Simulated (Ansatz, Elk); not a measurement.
**How far do independent atoms describe Sc2Ag3?**

Structure refinements treat a crystal as free atoms side by side. For a made-up structure of Sc2Ag3 (cell and positions from a PBEsol relaxation) the runs below show what the calculated density changes in F(hkl).

Program: Elk 11.2.3 (patched build). Level of theory: DFT, PBE, all-electron APW+lo, Dirac cores, scalar-relativistic bands, static density, no spin. Results are calculated unless marked as measured.

The structure was built from a prototype and need not be the compound's stable phase.

**1. The starting structure**

Symmetry: P-3m1, No. 164, trigonal system. The conventional cell has a = 4.569 Å, b = 4.569 Å, c = 5.771 Å, α = 90.00°, β = 90.00°, γ = 120.00°. Nearest to Ag lie 6 Ag at 2.83 Å. Nearest to Ag lie 5 Sc at 2.76 to 2.91 Å and 3 Ag at 2.83 Å. Nearest to Sc lie 5 Ag at 2.76 to 2.91 Å. Farther neighbours are not listed.

**2. Ground state and structure factors**

An all-electron density is needed, since X-rays see the cores too. Task 0 finds the density and task 195 Fourier-transforms it; tshift is off so that phases refer to the origin typed.

elk.in reads:

```
tasks
  0
  195

xctype
  20

spinpol
  .false.

rgkmax
  7.0

gmaxvr
  14.0

lmaxo
  7

lmaxapw
  8

swidth
  0.002

tshift
  .false.

ramdisk
  .false.

hmaxvr
  5.5

maxscl
  120

epspot
  1e-06

sppath
  './'

avec
  8.63368537343 -0.00000000000 0.00000000000
  -4.31684268672 7.47699086168 -0.00000000000
  0.00000000000 -0.00000000000 10.90513334946

atoms
  2
  'Ag.in'
  3
  0.0000000000 0.0000000000 0.0000000000   0.000000 0.000000 0.000000
  0.3333333333 0.6666666667 0.1766176748   0.000000 0.000000 0.000000
  0.6666666667 0.3333333333 0.8233823252   0.000000 0.000000 0.000000
  'Sc.in'
  2
  0.3333333333 0.6666666667 0.6817321290   0.000000 0.000000 0.000000
  0.6666666667 0.3333333333 0.3182678710   0.000000 0.000000 0.000000

ngridk
  6 6 4
```

Command:

```
OMP_NUM_THREADS=4 elk
```

Numbers of over 12 decimals in the logs are rounded to 6 here.

Log:

```text
┌─────────────────────────┐
│ Elk code version 11.2.3 │
└─────────────────────────┘

All units are atomic (Hartree, Bohr, etc.)

┌─────────────────────────────────────────────────┐
│ Ground-state run starting from atomic densities │
└─────────────────────────────────────────────────┘

Lattice vectors :
   8.633685373      -0.000000000       0.000000000
  -4.316842687       7.476990862      -0.000000000
   0.000000000      -0.000000000       10.90513335

Reciprocal lattice vectors :
  0.7277524065      0.4201680478       0.000000000
   0.000000000      0.8403360956       0.000000000
   0.000000000       0.000000000      0.5761676731

Unit cell volume      :    703.9698325
Brillouin zone volume :   0.3523591523

Muffin-tin inner radius fraction :   0.1000000000E-01

Nuclei treated as point charges

Species : 1 (Ag)
 parameters loaded from : Ag.in
 name : silver
 nuclear charge    :   -47.00000000
 electronic charge :    47.00000000
 atomic mass :    196631.6998
 muffin-tin radius :    2.600000000
 number of radial points in muffin-tin :   1193
 inner part over the whole radius :   0.9869554211E-02
 number on inner part of muffin-tin    :    849
 approximate nuclear radius :   0.8648227117E-04
 number of mesh points to nuclear radius :    425
 atomic positions (lattice), magnetic fields (Cartesian) :
  1 :   0.00000000  0.00000000  0.00000000    0.00000000  0.00000000  0.00000000
  2 :   0.33333333 -0.33333333  0.17661767    0.00000000  0.00000000  0.00000000
  3 :  -0.33333333  0.33333333 -0.17661767    0.00000000  0.00000000  0.00000000

Species : 2 (Sc)
 parameters loaded from : Sc.in
 name : scandium
 nuclear charge    :   -21.00000000
 electronic charge :    21.00000000
 atomic mass :    81949.61073
 muffin-tin radius :    2.400000000
 number of radial points in muffin-tin :    993
 inner part over the whole radius :   0.9898716403E-02
 number on inner part of muffin-tin    :    698
 approximate nuclear radius :   0.6711386133E-04
 number of mesh points to nuclear radius :    323
 atomic positions (lattice), magnetic fields (Cartesian) :
  1 :   0.33333333 -0.33333333 -0.31826787    0.00000000  0.00000000  0.00000000
  2 :  -0.33333333  0.33333333  0.31826787    0.00000000  0.00000000  0.00000000

Total number of atoms per unit cell :    5
Total muffin-tin volume :    336.6782015
 ratio of muffin-tin to unit cell volume :   0.4782565757

Spin treatment :
 spin-unpolarised

Number of Bravais lattice symmetries :   24
Number of crystal symmetries         :   12
Crystal has inversion symmetry
Real symmetric eigensolver will be used

k-point grid :      6     6     4
k-point offset :    0.000000000       0.000000000       0.000000000
k-point set is reduced with full crystal symmetry group
Total number of k-points :       24

Muffin-tin radius times maximum |G+k| :    7.000000000
 using average radius
Maximum |G+k| for APW functions       :    2.777777778
Maximum (1/2)|G+k|²                   :    3.858024691
Maximum |G| for potential and density :    14.00000000
Constant for pseudocharge density :    9
 order of it for each species :   16  16
 order of it for pair densities of each species (exact exchange by exxq0 0: 17) :   10   8
Radial integration step length :    1

G-vector grid sizes :     40    40    49
Number of G-vectors :    32671

Maximum angular momentum used for
 APW functions            :    8
 outer part of muffin-tin :    7
 inner part of muffin-tin :    2

Total nuclear charge    :   -183.0000000
Total core charge       :    104.0000000
Total valence charge    :    79.00000000
Total excess charge     :    0.000000000
Total electronic charge :    183.0000000

Effective Wigner radius, rₛ :   0.9720116045

Number of empty states         :     20
Total number of valence states :     60
Total number of core states    :    104

Third-order local-orbitals added for an l without core states : T
Total number of local-orbitals :     90

Exchange-correlation functional :     20     0     0
[...]
Hartree                     :      5357.2494599432
 Madelung                    :     -21157.160305862
 xc potential                :     -649.38987212532
 exchange                    :     -515.81817041245
 correlation                 :     -9.319698
 electron entropic           :    -0.17122980934282E-02
 total energy                :     -17480.992635520

Density of states at Fermi energy :    130.0006763
 (states/Hartree/unit cell)

Estimated indirect band gap :   0.2090235558E-02
 from k-point 11 to k-point 13
Estimated direct band gap   :   0.6266254434E-02
 at k-point 11

Charges :
 core                        :    104.0000000
 valence                     :    79.00000000
 interstitial                :    7.348906176
 muffin-tins (core leakage)
  species : 1 (Ag)
   atom 1                    :    45.71559745     ( -0.3322253903E-06)
[...]
species : 2 (Sc)
[...]
total in muffin-tins        :    175.6510938
 total calculated charge     :    182.9998252
 total charge                :    183.0000000
 error                       :   0.1747660341E-03

RMS change in Kohn-Sham potential (target) :   0.3010287512     (  0.1000000000E-05)
Absolute change in total energy (target)   :   0.3424575159     (  0.1000000000E-03)

[... loops 3 to 15 left out ...]

┌──────────────────┐
│ Loop number : 16 │
└──────────────────┘

Energies :
 Fermi                       :     0.218929
 sum of occupied eigenvalues :     -10452.696982814
 electron kinetic            :      18231.799283190
 core electron kinetic       :      17530.682720292
 Coulomb                     :     -35185.562561412
 Coulomb potential           :     -27998.267429911
 nuclear-nuclear             :     -1841.7557811728
 electron-nuclear            :     -38742.675082042
 Hartree                     :      5398.8683018031
 Madelung                    :     -21186.428846456
 xc potential                :     -686.22883609341
 exchange                    :     -517.25535434835
 correlation                 :     -9.330185
 electron entropic           :    -0.20343777472360E-02
 total energy                :     -17480.350851962

Density of states at Fermi energy :    160.0027611
 (states/Hartree/unit cell)

Estimated indirect band gap :   0.5775363629E-03
 from k-point 21 to k-point 17
Estimated direct band gap   :   0.3494629043E-02
 at k-point 12

Charges :
 core                        :    104.0000000
 valence                     :    79.00000000
 interstitial                :    6.590136982
 muffin-tins (core leakage)
  species : 1 (Ag)
[...]
species : 2 (Sc)
[...]
total in muffin-tins        :    176.4098630
 total calculated charge     :    182.9998277
 total charge                :    183.0000000
 error                       :   0.1722594862E-03

RMS change in Kohn-Sham potential (target) :   0.8573556019E-06 (  0.1000000000E-05)
Absolute change in total energy (target)   :   0.1088992212E-04 (  0.1000000000E-03)

Convergence targets achieved

┌──────────────────┐
│ Loop number : 17 │
└──────────────────┘

Energies :
 Fermi                       :     0.218929
 sum of occupied eigenvalues :     -10452.696967148
 electron kinetic            :      18231.799261517
 core electron kinetic       :      17530.682706193
 Coulomb                     :     -35185.562535554
 Coulomb potential           :     -27998.267453600
 nuclear-nuclear             :     -1841.7557811728
 electron-nuclear            :     -38742.675006845
 Hartree                     :      5398.8682524641
 Madelung                    :     -21186.428808754
 xc potential                :     -686.22877506508
 exchange                    :     -517.25535312673
 correlation                 :     -9.330185
 electron entropic           :    -0.20343783442826E-02
 total energy                :     -17480.350846513

Density of states at Fermi energy :    160.0027895
 (states/Hartree/unit cell)

Estimated indirect band gap :   0.5775320601E-03
 from k-point 21 to k-point 17
Estimated direct band gap   :   0.3494622658E-02
 at k-point 12

Charges :
 core                        :    104.0000000
 valence                     :    79.00000000
 interstitial                :    6.590136919
 muffin-tins (core leakage)
  species : 1 (Ag)
[...]
atom 3                    :    46.13777893     ( -0.3322788977E-06)
  species : 2 (Sc)
   atom 1                    :    19.05789384     ( -0.2163431478E-06)
   atom 2                    :    19.05789384     ( -0.2163431478E-06)
 total in muffin-tins        :    176.4098631
 total calculated charge     :    182.9998277
 total charge                :    183.0000000
 error                       :   0.1722596826E-03

┌──────────────────────────────┐
│ Self-consistent loop stopped │
└──────────────────────────────┘

Wrote STATE.OUT
```

It took 37 s on 4 threads of Arm Neoverse V1, shared host; peak memory 0.2 GiB; 1.7 min of CPU time.

SFACRHO.OUT:

```text

h k l indices transformed by vhmat matrix:
   1.000000000       0.000000000       0.000000000    
   0.000000000       1.000000000       0.000000000    
   0.000000000       0.000000000       1.000000000    

      h      k      l  multipl.   |H|            Re(F)            Im(F)           |F|

      0      0      0      1   0.0000000       183.00000      0.27525485E-16   183.00000    
      0      0     -1      2  0.57616767       68.550725     -0.97695440E-14   68.550725    
      1     -1      0      6  0.84033610      -17.499786      0.24423860E-13   17.499786    
      1      0     -1      6   1.0188886       66.901641     -0.26866246E-13   66.901641    
      0      1     -1      6   1.0188886      -7.7870896     -0.33582807E-14   7.7870896    
      0      0      2      2   1.1523353      -29.052269     -0.29308632E-13   29.052269    
     -1      0     -2      6   1.4261983      -1.1054207     -0.73271580E-14   1.1054207    
      0     -1     -2      6   1.4261983       139.13391     -0.92200071E-13   139.13391    
      1      1      0      6   1.4555048       139.34598      0.34978614E-13   139.34598    
     -2      1      1     12   1.5653956       55.875149      0.36635790E-13   55.875149    
      0     -2      0      6   1.6806722      -13.439951      0.46405334E-13   13.439951    
      0      0      3      2   1.7285030      -7.2923553     -0.61059650E-13   7.2923553    
      2     -2     -1      6   1.7766902       56.284855     -0.29308632E-13   56.284855    
      2     -2      1      6   1.7766902      -7.4186745      0.36941088E-13   7.4186745    
      1     -2     -2     12   1.8564404      -23.767333      0.67165615E-13   23.767333    
     -1      1      3      6   1.9219489       57.407254      0.53732492E-13   57.407254    
      1      0     -3      6   1.9219489       48.518599     -0.24423860E-13   48.518599    
      0     -2     -2      6   2.0377772      -1.0171153      0.43962948E-13   1.0171153
```

Elk indexes on the primitive cell of elk.in and gives |H| = 4π sin θ/λ in inverse bohr. Below, one row stands for each form hkl of the conventional cell (m members, Friedel mates merged), F is for one primitive cell and the density is static (no thermal factor). Free-atom factors are Waasmaier and Kirfel's, and R is Σm||F|−|F'||/Σm|F|.

| hkl | m | sin θ/λ (Å⁻¹) | abs F, DFT | neutral atoms | diff. |
| --- | --- | --- | --- | --- | --- |
| 001 | 2 | 0.087 | 68.551 | 68.669 | -0.118 |
| 100 | 6 | 0.126 | 17.500 | 17.423 | +0.077 |
| 011 | 6 | 0.153 | 66.902 | 67.111 | -0.209 |
| 101 | 6 | 0.153 | 7.787 | 7.867 | -0.080 |
| 002 | 2 | 0.173 | 29.052 | 29.111 | -0.059 |
| 102 | 6 | 0.214 | 1.105 | 1.313 | -0.207 |
| 012 | 6 | 0.214 | 139.134 | 140.181 | -1.047 |
| 110 | 6 | 0.219 | 139.346 | 140.248 | -0.902 |
| 111 | 12 | 0.235 | 55.875 | 56.355 | -0.480 |
| 200 | 6 | 0.253 | 13.440 | 13.656 | -0.216 |
| 003 | 2 | 0.260 | 7.292 | 7.559 | -0.266 |
| 201 | 6 | 0.267 | 56.285 | 56.672 | -0.387 |
| 021 | 6 | 0.267 | 7.419 | 7.656 | -0.237 |
| 112 | 12 | 0.279 | 23.767 | 23.930 | -0.163 |

**3. The highest occupied states alone**

An energy window below the Fermi level keeps the highest occupied states, to see at which angles they scatter; shallow core shells can lie inside it and anion s states outside. No new self-consistency is needed.

Changes to elk.in since step 2:

```diff
@@ -1,3 +1,2 @@
 tasks
-  0
   195
@@ -40,2 +39,5 @@
 
+wsfac
+  -0.222060 0.518930
+
 sppath
```

Command:

```
OMP_NUM_THREADS=4 elk
```

Log:

```text
┌─────────────────────────────────┐
│ Elk code version 11.2.3 started │
└─────────────────────────────────┘

Info(readinput): the functional depends on the density's gradient
 muffin-tin radial points multiplied by    2.00000
 (not where nrmtscf is given)

┌────────────────────┐
│ Current task : 195 │
└────────────────────┘

Info(sfacrho): density structure factors written to SFACRHO.OUT

 Energy window :  -0.2220600000      0.5189300000

┌──────────────────┐
│ Elk code stopped │
└──────────────────┘
```

Wall time 13 s (4 threads); peak memory 0.16 GiB.

States within 12 eV below the Fermi level hold 38.99 electrons; any levels below the window count with the cores. Their amplitudes can exceed the total, where window and core parts have opposite phase:

| hkl | sin θ/λ (Å⁻¹) | abs F, window | abs F, all |
| --- | --- | --- | --- |
| 001 | 0.087 | 16.053 | 68.551 |
| 100 | 0.126 | 0.944 | 17.500 |
| 011 | 0.153 | 13.506 | 66.902 |
| 101 | 0.153 | 5.535 | 7.787 |
| 002 | 0.173 | 1.810 | 29.052 |
| 102 | 0.214 | 1.068 | 1.105 |
| 012 | 0.214 | 13.634 | 139.134 |
| 110 | 0.219 | 13.425 | 139.346 |
| 111 | 0.235 | 6.998 | 55.875 |
| 200 | 0.253 | 0.025 | 13.440 |

**4. Another functional**

The difference from free atoms is small, so it is set against the change that PBEsol makes.

Changes to elk.in since step 3:

```diff
@@ -1,2 +1,3 @@
 tasks
+  0
   195
@@ -4,3 +5,3 @@
 xctype
-  20
+  22
 
@@ -39,5 +40,2 @@
 
-wsfac
-  -0.222060 0.518930
-
 sppath
```

Command:

```
OMP_NUM_THREADS=4 elk
```

Log:

```text
┌─────────────────────────┐
│ Elk code version 11.2.3 │
└─────────────────────────┘

All units are atomic (Hartree, Bohr, etc.)

┌─────────────────────────────────────────────────┐
│ Ground-state run starting from atomic densities │
└─────────────────────────────────────────────────┘

Lattice vectors :
   8.633685373      -0.000000000       0.000000000
  -4.316842687       7.476990862      -0.000000000
   0.000000000      -0.000000000       10.90513335

Reciprocal lattice vectors :
  0.7277524065      0.4201680478       0.000000000
[...]
valence                     :    79.00000000
 interstitial                :    6.610658800
 muffin-tins (core leakage)
  species : 1 (Ag)
[...]
species : 2 (Sc)
   atom 1                    :    19.05286631     ( -0.2162970585E-06)
   atom 2                    :    19.05286631     ( -0.2162970585E-06)
 total in muffin-tins        :    176.3893412
 total calculated charge     :    182.9998230
 total charge                :    183.0000000
 error                       :   0.1770310485E-03

┌──────────────────────────────┐
│ Self-consistent loop stopped │
└──────────────────────────────┘

Wrote STATE.OUT
[key lines of the parts left out:]
total energy                :     -17471.023889908
```

Wall time 37 s (4 threads); peak memory 0.2 GiB.

Against the first run R = 0.01 %; the largest change is -0.053 at 110.

**5. Basis size**

The basis and the expansions that go with it are enlarged, to see whether the differences are converged.

Changes to elk.in since step 4:

```diff
@@ -5,3 +5,3 @@
 xctype
-  22
+  20
 
@@ -11,12 +11,12 @@
 rgkmax
-  7.0
+  8.5
 
 gmaxvr
-  14.0
+  18.0
 
 lmaxo
-  7
+  9
 
 lmaxapw
-  8
+  10
```

Command:

```
OMP_NUM_THREADS=4 elk
```

Log:

```text
┌─────────────────────────┐
│ Elk code version 11.2.3 │
└─────────────────────────┘

All units are atomic (Hartree, Bohr, etc.)

┌─────────────────────────────────────────────────┐
│ Ground-state run starting from atomic densities │
└─────────────────────────────────────────────────┘

Lattice vectors :
   8.633685373      -0.000000000       0.000000000
  -4.316842687       7.476990862      -0.000000000
   0.000000000      -0.000000000       10.90513335

Reciprocal lattice vectors :
  0.7277524065      0.4201680478       0.000000000
[...]
valence                     :    79.00000000
 interstitial                :    6.532434866
 muffin-tins (core leakage)
  species : 1 (Ag)
[...]
species : 2 (Sc)
   atom 1                    :    19.06918731     ( -0.2163410251E-06)
   atom 2                    :    19.06918731     ( -0.2163410251E-06)
 total in muffin-tins        :    176.4675651
 total calculated charge     :    183.0001210
 total charge                :    183.0000000
 error                       :   0.1209596303E-03

┌──────────────────────────────┐
│ Self-consistent loop stopped │
└──────────────────────────────┘

Wrote STATE.OUT
[key lines of the parts left out:]
total energy                :     -17480.383014433
```

Run time: 89 s. Hardware: 4 threads; peak memory 0.39 GiB.

Against the first run R = 0.01 %; the largest change is +0.024 at 012.

**6. Settings against the effect**

| run | R against the first run (%) | R against neutral atoms, low angle (%) | wall time |
| --- | --- | --- | --- |
| PBE, rgkmax 7 | 0.00 | 0.71 | 37 s |
| PBEsol | 0.01 | 0.74 | 37 s |
| rgkmax 8.5 with larger expansions | 0.01 | 0.71 | 89 s |

**7. Outcome**

```yaml
r_against_neutral_atoms_sin_theta_lambda_0p3_a_minus1: 0.71 %
r_against_neutral_atoms_0p3_to_0p72_a_minus1: 0.23 %
```

**Reading.** Independent neutral atoms miss the calculated amplitudes by R = 0.71 % below 0.3 Å⁻¹ and 0.23 % from there to 0.72 Å⁻¹; by shells, 0.29 % below 0.15 Å⁻¹ (2 forms), 0.74 % 0.15 to 0.3 (14 forms), 0.25 % 0.3 to 0.45 (26 forms), 0.23 % above 0.45 (107 forms). Bonding, aspherical density and the tables' own atoms all enter these figures, and the runs don't part them. The largest change of an amplitude is -1.05 electrons, at 012. Weak lines can change much in proportion: 022 goes from 0.87 to 1.02. The window's part falls from 39.0 electrons at the origin to at most 0.63 between 0.45 and 0.72 Å⁻¹. Below 0.3 Å⁻¹ the changes that finished (PBEsol and rgkmax 8.5 with larger expansions) move F by R = 0.03 % at most, against the 0.71 % that separates it from free atoms. The k-mesh has no finished test. These runs have no spin, though d or f shells may be open. Part of the difference isn't bonding: the tables are fits to free atoms and ions calculated by other methods than this functional. Thermal motion, anomalous dispersion and extinction are left out.

[Logs are printed without paths, hosts, clocks, repeated set-up lines and the standing remarks that a program may print on its own settings, such as how far it seeks lower states.]

[Hosts, paths, dates, database ids (printed as entryN), source tags and the programs' standing remarks are cut or masked in the printed files.]
